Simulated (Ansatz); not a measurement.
# What TiCdSe3 (model cell, started as cubic perovskite with Ti in the octahedra) distorts into

Wanted: the energy along a soft mode of TiCdSe3 (model cell, started as cubic perovskite with Ti in the octahedra) and the structure at the end.

Main program and level: Ansatz 0.2.0; DFT PBE, scalar-relativistic, plane waves, PAW.

Report form: the programs' logs are mostly left out.

The structure was built from a prototype and need not be the compound's stable phase.

**1. The starting structure**

Symmetry: Pm-3m, No. 221, cubic system. Conventional cell: a = 4.977 Å, b = 4.977 Å, c = 4.977 Å, α = 90.00°, β = 90.00°, γ = 90.00°. Nearest to Cd lie 12 Se at 3.52 Å. Ti has 6 Se at 2.49 Å nearest. Se has 2 Ti at 2.49 Å nearest. Farther neighbours and most contacts between anions are not listed.

**2. Phonons on a q mesh**

The cell comes from relaxations at this level that are not shown. Stability and thermal properties need the whole zone. Linear response on a 2×2×2 q mesh gives force constants as far as a supercell of that size would.

The input, input.yaml:

```yaml
crystal:
  lattice:
    - [4.9773704866, 0.0, 0.0]
    - [0.0, 4.9773704866, 0.0]
    - [0.0, 0.0, 4.9773704866]
  atoms:
    - { symbol: Cd, position: [0.0, 0.0, 0.0] }
    - { symbol: Ti, position: [0.5, 0.5, 0.5] }
    - { symbol: Se, position: [0.5, 0.5, 0.0] }
    - { symbol: Se, position: [0.5, 0.0, 0.5] }
    - { symbol: Se, position: [0.0, 0.5, 0.5] }
kpoints:
  mp_grid: { grid: [8, 8, 8] }
hamiltonian:
  xc: pbe
scf:
  occupations: { method: methfessel_paxton, width: 0.2 }
output:
  eigenvalues: true
phonons:
  method: dfpt
  qmesh: [2, 2, 2]
  temperatures: { t_max: 1000, t_step: 50 }
  qpath:
    path:
      - [[0.0, 0.0, 0.0], [0.0, 0.5, 0.0], [0.5, 0.5, 0.0], [0.0, 0.0, 0.0], [0.5, 0.5, 0.5], [0.0, 0.5, 0.0]]
      - [[0.5, 0.5, 0.5], [0.5, 0.5, 0.0]]
    npoints: 10
```

The run is started by

```console
ansatz run input.yaml --threads 8 --pin off --max-ram 14336MiB --backend cpu --events-out ev --progress --plain --runs-dir out
```

It took 3.5 min on 8 threads of Arm Neoverse V2, shared host; peak memory 2.2 GiB.

Numbers from this step:

```yaml
volume_per_atom: 24.66 Å³
gap_on_the_k_mesh: 0 eV
sum_rule_residual_before_enforcement: 8.63e-5 eV/Å²
lowest_frequency_on_the_path: -125.8 cm⁻¹
point_group: m-3m
highest_frequency_on_the_path_or_at_a_solved_wavevector: 250.6 cm⁻¹
highest_optical_mode_at_the_zone_centre_no_lo_to_term: 201.1 cm⁻¹
lowest_optical_zone_centre_mode: -125.8 cm⁻¹
lowest_mode_on_the_q_mesh_acoustic_modes_at_gamma_apart: -125.8 cm⁻¹
```

Frequencies (cm⁻¹) solved at each irreducible wavevector; negative means imaginary. Frequencies by wavevector, by row:

| q in reciprocal lattice units | star | mode 1 | mode 2 | mode 3 | mode 4 | mode 13 | mode 14 | mode 15 |
| --- | --- | --- | --- | --- | --- | --- | --- | --- |
| 0 0 0 | 1 | -125.8 | -125.8 | -125.8 | -76.7 | 201.1 | 201.1 | 201.1 |
| 0 0 -0.5 | 3 | -99.7 | -99.7 | -75.2 | -39.5 | 209.6 | 209.9 | 214 |
| 0 -0.5 -0.5 | 3 | -105.6 | -55.9 | -55.9 | -51.8 | 195.4 | 221.1 | 234.3 |
| -0.5 -0.5 -0.5 | 1 | -107.1 | -107.1 | -107.1 | -38 | 186.1 | 186.1 | 250.6 |

Interpolated from a 2×2×2 q mesh. The phonon branches at the labelled points (cm⁻¹):

| point | branch 1 | branch 2 | branch 3 | branch 4 | branch 12 | branch 13 | branch 14 | branch 15 |
| --- | --- | --- | --- | --- | --- | --- | --- | --- |
| Γ | -126 | -126 | -126 | -77 | 0 | 201 | 201 | 201 |
| halfway | -111 | -111 | -76 | -57 | 125 | 205 | 205 | 210 |
| X | -100 | -100 | -75 | -40 | 210 | 210 | 210 | 214 |
| halfway | -91 | -74 | -60 | -52 | 199 | 203 | 215 | 228 |
| M | -106 | -56 | -56 | -52 | 195 | 195 | 221 | 234 |
| halfway | -90 | -85 | -65 | -58 | 126 | 203 | 210 | 221 |
| Γ | -126 | -126 | -126 | -77 | 0 | 201 | 201 | 201 |
| halfway | -87 | -78 | -78 | -46 | 128 | 207 | 207 | 233 |
| R | -107 | -107 | -107 | -38 | 184 | 186 | 186 | 251 |
| halfway | -94 | -83 | -79 | -49 | 196 | 199 | 211 | 240 |
| X | -100 | -100 | -75 | -40 | 210 | 210 | 210 | 214 |
| jump to R | -107 | -107 | -107 | -38 | 184 | 186 | 186 | 251 |
| halfway | -106 | -88 | -88 | -45 | 190 | 190 | 210 | 246 |
| M | -106 | -56 | -56 | -52 | 195 | 195 | 221 | 234 |

Symmetry leaves 4 wavevectors to solve. The lowest mode among them, the acoustic zeros apart, lies at Γ and is imaginary, 125.8i cm⁻¹, so the energy falls along it.

**3. The mode frozen in, largest atomic shift 0 Å**

The mode followed lies at q = (-0.5, -0.5, -0.5) with frequency 107.1i cm⁻¹ and is 3-fold degenerate, one of the unstable modes though not the softest. At small amplitude the distorted cell has space group no. 74 by a symmetry search on the positions. The undistorted cell that holds it gives the zero of energy on the same k mesh.

System of this step: TiCdSe3 (model cell, started as cubic perovskite with Ti in the octahedra). It takes space group Pm-3m (No. 221, cubic). Conventional cell: a = 4.977 Å, b = 4.977 Å, c = 4.977 Å, α = 90.00°, β = 90.00°, γ = 90.00°. Nearest to Cd lie 12 Se at 3.52 Å. Nearest to Ti lie 6 Se at 2.49 Å. Nearest to Se lie 2 Ti at 2.49 Å. Farther neighbours and most contacts between anions are not listed.

The input, input.yaml:

```yaml
crystal:
  lattice:
    - [4.9773704866, 4.9773704866, 0.0]
    - [4.9773704866, 0.0, 4.9773704866]
    - [4.9773704866, 0.0, -4.9773704866]
  atoms:
    - { symbol: Cd, position: [0.0, 0.5, 0.5] }
    - { symbol: Cd, position: [0.0, 0.0, 0.0] }
    - { symbol: Ti, position: [0.5, 0.25, 0.75] }
    - { symbol: Ti, position: [0.5, 0.75, 0.25] }
    - { symbol: Se, position: [0.5, 0.5, 0.5] }
    - { symbol: Se, position: [0.5, 0.0, 0.0] }
    - { symbol: Se, position: [0.0, 0.0, 0.5] }
    - { symbol: Se, position: [0.0, 0.5, 0.0] }
    - { symbol: Se, position: [0.5, 0.5, 0.0] }
    - { symbol: Se, position: [0.5, 0.0, 0.5] }
kpoints:
  mp_grid: { grid: [8, 8, 8] }
hamiltonian:
  xc: pbe
scf:
  occupations: { method: methfessel_paxton, width: 0.2 }
output:
  forces: true
  stress: true
  eigenvalues: true
```

Elapsed: 4.2 s, on 8 threads; peak memory 1.5 GiB.

This step gave:

| Property | Result |
| --- | --- |
| pressure | 0.05954 GPa |
| energy from the undistorted cell | 0 meV/atom |

The run ends at a pressure of 0.06 GPa.

**4. The mode frozen in, largest atomic shift 0.6 Å**

The atoms are moved along the unstable eigenvector, the largest shift by 0.6 Å, with the cell fixed.

The input, input.yaml:

```yaml
crystal:
  lattice:
    - [4.9773704866, 4.9773704866, 0.0]
    - [4.9773704866, 0.0, 4.9773704866]
    - [4.9773704866, 0.0, -4.9773704866]
  atoms:
    - { symbol: Cd, position: [0.0, 0.5, 0.5] }
    - { symbol: Cd, position: [0.0, 0.0, 0.0] }
    - { symbol: Ti, position: [0.5, 0.25, 0.75] }
    - { symbol: Ti, position: [0.5, 0.75, 0.25] }
    - { symbol: Se, position: [0.5852385953, 0.4147614047, 0.4147614047] }
    - { symbol: Se, position: [0.4147614047, 0.0852385953, 0.0852385953] }
    - { symbol: Se, position: [0.0, -0.0426192977, 0.5426192977] }
    - { symbol: Se, position: [0.0, 0.5426192977, -0.0426192977] }
    - { symbol: Se, position: [0.5, 0.5426192977, -0.0426192977] }
    - { symbol: Se, position: [0.5, -0.0426192977, 0.5426192977] }
kpoints:
  mp_grid: { grid: [8, 8, 8] }
hamiltonian:
  xc: pbe
scf:
  occupations: { method: methfessel_paxton, width: 0.2 }
output:
  forces: true
  stress: true
  eigenvalues: true
```

The job ended after 13 s (8 threads; peak memory 2.2 GiB; 1.7 min of CPU time).

Numbers from this step:

```yaml
pressure: -2.400 GPa
energy_from_the_undistorted_cell: -183.7 meV/atom
```

The energy, extrapolated to zero smearing, is -183.67 meV/atom against the undistorted cell.

The run ends at a pressure of -2.40 GPa, with forces up to 1.1 eV/Å.

**5. Energy along the mode, all amplitudes (two of the runs are shown above)**

An imaginary frequency means negative curvature, so the energy should fall and then rise again as anharmonic terms take over.

Numbers from this step:

* depth at the lowest point sampled: 183.7 meV/atom
* largest atomic shift at that point: 0.6 Å

The energy from the parent by largest atomic shift:

| largest atomic shift (Å) | energy from the parent (meV/atom) |
| --- | --- |
| 0.000 | 0 |
| 0.040 | -1.14 |
| 0.080 | -4.49 |
| 0.140 | -13.3 |
| 0.220 | -31.2 |
| 0.320 | -62.4 |
| 0.450 | -116 |
| 0.600 | -184 |

Displacement at unit largest shift by atom:

| atom | x (Å) | y (Å) | z (Å) | size |
| --- | --- | --- | --- | --- |
| Cd1 | 0.000 | 0.000 | 0.000 | 0.000 |
| Cd2 | 0.000 | 0.000 | 0.000 | 0.000 |
| Ti3 | 0.000 | 0.000 | 0.000 | 0.000 |
| Ti4 | 0.000 | 0.000 | 0.000 | 0.000 |
| Se5 | -0.707 | 0.707 | 0.000 | 1.000 |
| Se6 | 0.707 | -0.707 | 0.000 | 1.000 |
| Se7 | 0.000 | 0.000 | -0.707 | 0.707 |
| Se8 | 0.000 | 0.000 | 0.707 | 0.707 |
| Se9 | 0.000 | 0.000 | 0.707 | 0.707 |
| Se10 | 0.000 | 0.000 | -0.707 | 0.707 |

The lowest of the steps tried is the last one, at 0.6 Å, 184 meV/atom below the parent; the bottom of the well need not coincide with a step.

**6. Relaxing from the distorted cell**

Starting from the lowest point found, all atoms and the cell are let go, so that strain and other modes of the same symmetry can join in.

Edit input.yaml of step 4 so:

```diff
@@ -26 +26,6 @@
   eigenvalues: true
+relax:
+  adjacent_minimum: "off"
+  f_tol: 0.002
+  max_steps: 120
+  cell: { stress_tol: 0.03 }
```

Run time: 2.3 min. Hardware: 8 threads; peak memory 2.3 GiB; 18 min of CPU time.

Step by step:

| step | energy less that of the first step (eV) | largest force component (eV/Å) | pressure (GPa) | volume (Å³) |
| --- | --- | --- | --- | --- |
| 1 | 0.0000 | 0.8087 | -2.40 | 246.62 |
| 2 | -1.0116 | 0.5627 | -1.38 | 238.15 |
| 3 | -1.5789 | 0.2665 | 0.25 | 231.09 |
| 4 | -1.6696 | 0.1356 | -0.06 | 232.35 |
| 5 | -1.6771 | 0.0274 | -0.08 | 232.25 |
| 6 | -1.6777 | 0.0189 | 0.05 | 231.87 |
| 7 | -1.6778 | 0.0004 | 0.00 | 232.03 |
| 8* | -1.6756 | 0.0005 | 0.00 | 232.03 |

Relaxation steps marked * repeat the geometry before them on a plane-wave basis chosen anew for their cell, so energy and pressure can jump there.

Forces are held to the 8 operations that the run works with; a distortion that breaks them can't arise in this run.

| conventional cell, symmetrised | before | after | change |
| --- | --- | --- | --- |
| a (Å) | 7.039 | 7.312 | +3.9 % |
| b (Å) | 9.955 | 9.699 | -2.6 % |
| c (Å) | 7.039 | 6.543 | -7.0 % |
| volume (Å³/atom) | 24.66 | 23.20 | -5.9 % |

The atoms that moved most (Å, as changes of fractional coordinates times the final cell):

| atom | dx | dy | dz | length |
| --- | --- | --- | --- | --- |
| Se6 | 0.305 | -0.305 | 0.000 | 0.431 |
| Se5 | -0.305 | 0.305 | 0.000 | 0.431 |
| Cd2 | -0.250 | 0.250 | 0.000 | 0.353 |
| Cd1 | 0.250 | -0.250 | 0.000 | 0.353 |
| Se7 | 0.000 | 0.000 | -0.272 | 0.272 |
| Se8 | 0.000 | 0.000 | 0.272 | 0.272 |
| Se10 | 0.000 | 0.000 | -0.272 | 0.272 |
| Se9 | 0.000 | 0.000 | 0.272 | 0.272 |

The relaxed structure:

```cif
data_structure
_symmetry_space_group_name_H-M 'P 1'
_symmetry_Int_Tables_number 1
_cell_length_a 7.3123
_cell_length_b 6.8984
_cell_length_c 6.8984
_cell_angle_alpha 89.332
_cell_angle_beta 57.995
_cell_angle_gamma 57.995
_cell_volume 232.03
loop_
_atom_site_label
_atom_site_type_symbol
_atom_site_fract_x
_atom_site_fract_y
_atom_site_fract_z
_atom_site_occupancy
Cd1 Cd 0.94604 0.55396 0.55396 1
Cd2 Cd 0.05396 0.94604 0.94604 1
Ti3 Ti 0.50000 0.25000 0.75000 1
Ti4 Ti 0.50000 0.75000 0.25000 1
Se5 Se 0.65114 0.34886 0.34886 1
Se6 Se 0.34886 0.15114 0.15114 1
Se7 Se 0.00000 0.92937 0.57063 1
Se8 Se 0.00000 0.57063 0.92937 1
Se9 Se 0.50000 0.57063 0.92937 1
Se10 Se 0.50000 0.92937 0.57063 1
```

This step gave:

```yaml
pressure: -9.60e-4 GPa
volume_per_atom: 23.20 Å³
```

The distorted start has space group Imma; the relaxation ends in Imma.

**7. The new phase in its own primitive cell**

The relaxed structure is symmetrised, reduced to its primitive cell and relaxed tightly, as its phonons need.

The input, input.yaml:

```yaml
crystal:
  lattice:
    - [-3.6561579885, 4.8494018818, 3.271740866]
    - [3.6561579885, -4.8494018818, 3.271740866]
    - [3.6561579885, 4.8494018818, -3.271740866]
  atoms:
    - { symbol: Cd, position: [0.3039582256, 0.0539582256, 0.25] }
    - { symbol: Cd, position: [0.6960417744, 0.9460417744, 0.75] }
    - { symbol: Ti, position: [0.5, 0.5, 0.0] }
    - { symbol: Ti, position: [0.0, 0.5, 0.5] }
    - { symbol: Se, position: [0.0988605665, 0.3488605665, 0.75] }
    - { symbol: Se, position: [0.9011394335, 0.6511394335, 0.25] }
    - { symbol: Se, position: [0.32062754, 0.0, 0.82062754] }
    - { symbol: Se, position: [0.67937246, 0.0, 0.17937246] }
    - { symbol: Se, position: [0.67937246, 0.5, 0.67937246] }
    - { symbol: Se, position: [0.32062754, 0.5, 0.32062754] }
kpoints:
  mp_grid: { grid: [8, 8, 8] }
hamiltonian:
  xc: pbe
scf:
  occupations: { method: methfessel_paxton, width: 0.2 }
output:
  forces: true
  stress: true
  eigenvalues: true
relax:
  adjacent_minimum: "off"
  f_tol: 0.001
  max_steps: 60
  cell: { stress_tol: 0.01 }
```

Elapsed: 31 s, on 8 threads; peak memory 2.1 GiB.

Little changed from the start: no atom moved by 0.005 Å and no cell edge by 0.1 %.

Numbers from this step:

| Quantity | Value |
| --- | --- |
| pressure | -9.59e-4 GPa |

The largest force component left is 0.64 meV/Å and the pressure is -0.001 GPa, within the tolerances set. The cell now holds 23.20 Å³/atom.

**8. Modes of the new phase**

A relaxed structure may still be a saddle point, so its zone-centre modes are computed. No field response is asked, since the mesh shows no gap.

Edit input.yaml of step 7 so:

```diff
@@ -23,9 +23,4 @@
 output:
-  forces: true
-  stress: true
   eigenvalues: true
-relax:
-  adjacent_minimum: "off"
-  f_tol: 0.001
-  max_steps: 60
-  cell: { stress_tol: 0.01 }
+phonons:
+  method: dfpt
```

Elapsed: 9.1 min, on 8 threads; peak memory 12 GiB.

The run was cut off at the time limit after its SCF cycle had converged; no result of it is taken.

The program's message: “Warning: RAYON”

**9. What came out**

| Item | Value |
| --- | --- |
| unstable mode of the parent | q = (-0.5, -0.5, -0.5), 107i cm⁻¹ |
| depth at the lowest point sampled | 184 meV/atom |
| largest atomic shift at that point | 0.6 Å |
| space group reached (within 0.01 Å) | Imma |
| energy gained over the parent (first relaxation, on the mesh of the frozen mode) | 351 meV/atom |
| volume per atom, phase reached | 23.2 Å³ |

Along this mode the structure falls into Imma, 351 meV/atom below the parent. At the parent's cell the well is 183.7 meV/atom deep on the steps tried, with its lowest point at a shift of 0.6 Å. That is the last step tried, so the steps alone don't bracket the bottom of the well. Relaxing atoms and cell changes the gain by +167.73 meV/atom against the lowest step (energies at zero smearing). The modes of the phase reached were not computed on this path. Of the 7 patterns followed to their end from this parent, this one ends 9.34 meV/atom above the lowest, R-3c. Each path keeps the symmetry of its pattern, so a lower phase may lie along a pattern not tried. With no gap, or one that is small against the smearing, the frequencies hang on the k mesh and the smearing, most of all near Kohn anomalies. The starting cell was built on a prototype and not taken from a measurement, so the phase need not exist.

[Logs are printed without paths, hosts, clocks, repeated set-up lines and the standing remarks that a program may print on its own settings, such as how far it seeks lower states.]

[Hosts, paths, dates, database ids (printed as entryN), source tags and the programs' standing remarks are cut or masked in the printed files.]
